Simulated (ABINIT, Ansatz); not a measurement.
# A GW run on Li2SnF6 (P-31m) in ABINIT, with inputs changed

A base run on Li2SnF6 (P-31m), then changed inputs.

Method: PBEsol and many-body steps on it, plane waves, in ABINIT 10.8.3.

Most raw output is cut from this account.

## Step 1: The starting structure

Symmetry: P-31m, No. 162, trigonal system. The conventional cell has a = 4.910 Å, b = 4.910 Å, c = 4.538 Å, α = 90.00°, β = 90.00°, γ = 120.00°. Li has 6 F at 1.99 Å nearest. Nearest to Sn lie 6 F at 1.99 Å. F has 2 Li at 1.99 Å and 1 Sn at 1.99 Å nearest. Farther neighbours and most contacts between anions are not listed.

The cell and positions are those that the Materials Project relaxed with its own functionals (PBE, PBE+U or r2SCAN), kept fixed.

## Step 2: Screening, 3×3×2 mesh, 93 bands, screening to 114.3 eV

This step: ABINIT 10.8.3; RPA screening on PBEsol, plane waves, norm-conserving pseudopotentials.

The RPA dielectric matrix is built and inverted for each q.

File run.abi:

```
acell 3*1.0 Angstrom
rprim 
  4.909513934494 -0.000000000024 0.000000000000
  -2.454756967227 4.251763787517 0.000000000000
  0.000000000000 0.000000000000 4.538039080000
ntypat 3
znucl 3 50 9
natom 9
typat 1 1 2 3 3 3 3 3 3
xred 
  0.666666666667 0.333333333333 0.500000000000
  0.333333333333 0.666666666667 0.500000000000
  0.000000000000 0.000000000000 0.000000000000
  0.329091060000 0.329091060000 0.255027190000
  0.670908940000 0.670908940000 0.744972810000
  0.670908940000 0.000000000000 0.255027190000
  0.329091060000 0.000000000000 0.744972810000
  0.000000000000 0.670908940000 0.255027190000
  0.000000000000 0.329091060000 0.744972810000
pp_dirpath "pseudos"
pseudos "Li.upf, Sn.upf, F.upf"
ecut 36
ngkpt 3 3 2
nshiftk 1
shiftk 0 0 0
kptopt 1
chksymbreak 0
istwfk *1
occopt 1
irdwfk 1
optdriver 3
nband 93
ecuteps 4.2
inclvkb 2
awtr 1
symchi 1
indata_prefix "in"
outdata_prefix "out"
tmpdata_prefix "tmp"
```

Run with:

```console
> OMP_NUM_THREADS=1 mpirun -n 4 abinit run.abi > log
```

It took 59 s on 4 MPI ranks of Arm Neoverse N1, shared host; peak memory 1.1 GiB.

Numbers from this step:

| Quantity | Value |
| --- | --- |
| ε∞ with local fields, on this mesh, along the program's q direction | 2.216 |
| the same without local fields | 2.377 |
| plasma frequency | 30.04 eV |
| plane waves in the screening matrix | 253 |

Local fields lower ε∞ by 7 %. On a Γ-centred mesh this coarse the value itself is usually too large, while a short band sum pulls it down.

## Step 3: Base

The self-energy is evaluated for the states that the input lists, and the levels follow from it, in one-shot runs by the linearised quasiparticle equation.

This step: G0W0 on PBEsol, plane waves, norm-conserving pseudopotentials.

run.abi, as its differences from that of step 2:

```diff
@@ -30,8 +30,17 @@
 irdwfk 1
-optdriver 3
+optdriver 4
 nband 93
+gwcalctyp 0
+ecutsigx 36
+symsigma 1
+nkptgw 2
+kptgw 
+  0.3333333333 0.0000000000 0.0000000000
+  0.0000000000 0.0000000000 0.0000000000
+bdgw 
+  30 33
+  29 33
 ecuteps 4.2
-inclvkb 2
-awtr 1
-symchi 1
+irdscr 1
+ppmodel 1
 indata_prefix "in"
```

The job ended after 16 s (4 MPI ranks; peak memory 0.88 GiB; 65 s of CPU time).

Numbers from this step:

| Property | Result |
| --- | --- |
| G0W0 gap on the points computed | 9.264 eV |
| starting gap on the mesh | 5.229 eV |
| k of the valence top | 0, 0, 0 |
| k of the conduction bottom | 0, 0, 0 |
| Z at the valence top | 0.812 |
| Z at the conduction bottom | 0.869 |
| least direct G0W0 gap on the computed points | 9.264 eV |

The gap on the mesh goes from 5.23 eV to 9.26 eV, a correction of +4.03 eV.

## Step 4: Fewer bands in the self-energy

run.abi, as its differences from that of step 3:

```diff
@@ -31,3 +31,3 @@
 optdriver 4
-nband 93
+nband 41
 gwcalctyp 0
```

It took 11 s on 4 MPI ranks; peak memory 0.84 GiB.

Numbers from this step:

| Item | Value |
| --- | --- |
| G0W0 gap on the points computed | 9.399 eV |
| starting gap on the mesh | 5.229 eV |
| k of the valence top | 0, 0, 0 |
| k of the conduction bottom | 0, 0, 0 |
| Z at the valence top | 0.818 |
| Z at the conduction bottom | 0.877 |
| least direct G0W0 gap on the computed points | 9.399 eV |

## Step 5: Screening cutoff above the file's

run.abi, as its differences from that of step 4:

```diff
@@ -31,3 +31,3 @@
 optdriver 4
-nband 41
+nband 93
 gwcalctyp 0
@@ -42,3 +42,3 @@
   29 33
-ecuteps 4.2
+ecuteps 16.8
 irdscr 1
```

It took 16 s on 4 MPI ranks; peak memory 0.88 GiB.

The run ended normally, though the input holds a fault or crude settings.

The fault put into this input: screening cutoff above the file's. It printed a gap of 9.26 eV, the value of the sound run: the program fell back on what its files hold, so an unchanged gap is no proof of convergence.

## Step 6: The runs together

Times are wall times on 4 MPI ranks of Arm Neoverse N1, shared host, good to a factor of about two. A run's time includes the screening step that it read.

```
                           run   mesh  bands  screening cutoff (eV)  DFT gap (eV)  gap on the mesh (eV)  direct (eV)  ε∞ used  time
                          base  3×3×2     93                  114.3         5.229                 9.264        9.264     2.22  75 s
fewer bands in the self-energy  3×3×2     41                  114.3         5.229                 9.399        9.399     2.22  70 s
```

## Step 7: Outcome

```yaml
base: 9.264 eV
fewer_bands_in_the_self_energy: 9.399 eV
known_limits: not at the basis limit; exchange with frozen shells missing; no spin-orbit coupling; coarse k mesh
```

In words: Fewer bands in the self-energy: +0.135 eV against base (keys changed: nband). Bands and cutoff are finite, so the gap is not at the basis limit. The miss can reach some tenths of an eV and take either sign; the mesh is an error of its own. In the G0W0 runs levels were corrected at 2 k points alone, so a gap called «on the mesh» is the least over those, and an edge elsewhere would be missed. The 3×3×2 mesh is coarse for this cell, which bears on the long-range parts of exchange and screening. The norm-conserving file of at least one element keeps a d shell over frozen s and p shells of the same row. Exchange with those shells is missing from the self-energy, an error of 0.3 to 0.9 eV in cases checked, whose sign depends on which edge lies on those atoms. The many-body steps are scalar-relativistic: spin-orbit coupling is not in them.

[Paths, hosts, dates, memory and timing lines, banners, echoed tables and standing remarks are left out of the program output.]

[Logs are printed without paths, hosts, clocks, repeated set-up lines and the standing remarks that a program may print on its own settings, such as how far it seeks lower states.]

[Runs of the session that timed out or met a known fault of the program may be left out.]

[Hosts, paths, dates, database ids (printed as entryN), source tags and the programs' standing remarks are cut or masked in the printed files.]

[G0W0 gaps are taken among the corrected bands and points alone; a level outside them can change the order at an edge.]

[Where Ansatz stands beside ABINIT at settings called matched, ABINIT's density can come from a denser mesh and the files from another edition; pairs whose starting gaps differed by over 0.03 eV were left out, so agreement reads better than it is.]
